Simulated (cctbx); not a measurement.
## DyMn7S5O7 with cctbx, script by script

Library: cctbx 2025.11.

## 1. Energy scan

run.py:

```python
from cctbx import adptbx, crystal, miller, xray
from cctbx.array_family import flex
from cctbx.eltbx import sasaki

cs = crystal.symmetry(unit_cell=(11.8832, 8.127, 8.37, 90, 134.5085, 90), space_group_symbol='Hall: C -2y')  # Cm
atoms = [  # label, site, U (iso, or U11 U22 U33 U12 U13 U23 in A^2), occupancy
    ("Dy1", (0.9694, 0, 0.9436), 0.0032, 1),
    ("Mn1", (0.2421, 0.7509, 0.9962), 0.0040, 1),
    ("Mn2", (0.2445, 0.757, 0.481), 0.0046, 1),
    ("Mn3", (0.5053, 0, 0.5027), 0.0040, 1),
    ("Mn4", (0.991, 0.5, 0.995), 0.0052, 1),
    ("Mn5", (0.9958, 0, 0.4971), 0.0050, 1),
    ("S1", (0.197, 0.6777, 0.7025), 0.0054, 1),
    ("S2", (0.5102, 0.1908, 0.1741), 0.0044, 1),
    ("S3", (0.834, 0, 0.5323), 0.0060, 1),
    ("O1", (0.3196, 0.8187, 0.3104), 0.0069, 1),
    ("O2", (0.9861, 0.3093, 0.8079), 0.0065, 1),
    ("O3", (0.677, 0.5, 0.8724), 0.0063, 1),
    ("O4", (0.8106, 0, 0.1308), 0.0067, 1),
    ("O5", (0.6654, 0.5, 0.4845), 0.0056, 1),
]
xs = xray.structure(crystal_symmetry=cs)
for label, site, u, occ in atoms:
    u = adptbx.u_cif_as_u_star(cs.unit_cell(), u) if isinstance(u, tuple) else u
    xs.add_scatterer(xray.scatterer(label, site=site, u=u, occupancy=occ))
hkl = [(1, 1, 2), (0, 2, 0), (2, 2, 0), (0, 0, 1)]
ms = miller.set(cs, flex.miller_index(hkl + [tuple(-v for v in h) for h in hkl]), anomalous_flag=True)
print("E (eV)    f'(Mn)   f''   " + "".join("%16s" % ("|F|" + " ".join(map(str, h))) for h in hkl))
for e in [5939, 6289, 6419, 6479, 6509, 6524, 6531, 6535, 6543, 6547, 6554, 6569, 6599, 6689, 6939]:
    xs.set_inelastic_form_factors(12398.42 / e, "sasaki")
    t = sasaki.table("Mn").at_ev(e)
    f = flex.abs(ms.structure_factors_from_scatterers(xs, algorithm="direct").f_calc().data())
    n = len(hkl)
    print("%7.0f %7.2f %6.2f  " % (e, t.fp(), t.fdp()) + "".join("%9.1f/%6.1f" % (f[k], f[k + n]) for k in range(n)))
```

```console
$ python run.py
```

```text
E (eV)    f'(Mn)   f''           |F|1 1 2        |F|0 2 0        |F|2 2 0        |F|0 0 1
   5939   -2.19   0.55      136.5/ 131.9     26.9/  26.9    299.4/ 291.6     64.5/  68.1
   6289   -3.00   0.50      136.6/ 132.2     27.4/  27.4    286.9/ 280.0     65.1/  68.3
   6419   -3.73   0.48      137.4/ 133.0     28.4/  28.4    276.3/ 269.9     66.0/  69.0
   6479   -4.48   0.47      138.5/ 134.0     29.6/  29.6    265.8/ 259.8     67.2/  70.0
   6509   -5.18   0.47      139.5/ 135.0     30.8/  30.8    256.2/ 250.4     68.4/  71.0
   6524   -5.91   0.46      140.8/ 136.1     32.2/  32.2    246.1/ 240.5     69.7/  72.2
   6531   -6.58   0.46      141.9/ 137.2     33.5/  33.5    237.0/ 231.7     70.9/  73.3
   6535   -7.29   0.46      143.1/ 138.3     34.9/  34.9    227.3/ 222.3     72.3/  74.4
   6543   -7.51   3.96      146.2/ 135.2     34.8/  34.8    221.2/ 238.3     75.3/  71.3
   6547   -6.67   3.95      144.8/ 133.8     33.1/  33.1    232.8/ 248.5     73.8/  69.8
   6554   -5.93   3.95      143.4/ 132.5     31.6/  31.6    243.0/ 257.6     72.4/  68.5
   6569   -5.12   3.93      142.0/ 131.2     29.9/  29.9    254.0/ 267.5     70.9/  67.1
   6599   -4.33   3.89      140.5/ 129.8     28.3/  28.3    264.8/ 277.2     69.3/  65.6
   6689   -3.23   3.79      138.1/ 127.8     25.7/  25.7    279.5/ 290.3     67.0/  63.4
   6939   -2.10   3.55      134.7/ 125.0     22.3/  22.3    293.7/ 302.7     63.8/  60.6
```

It took 0.42 s on 1 thread of Arm Neoverse N1 (shared host), peak memory 0.07 GiB.

[Logs are printed without paths, hosts, clocks, repeated set-up lines and the standing remarks that a program may print on its own settings, such as how far it seeks lower states.]
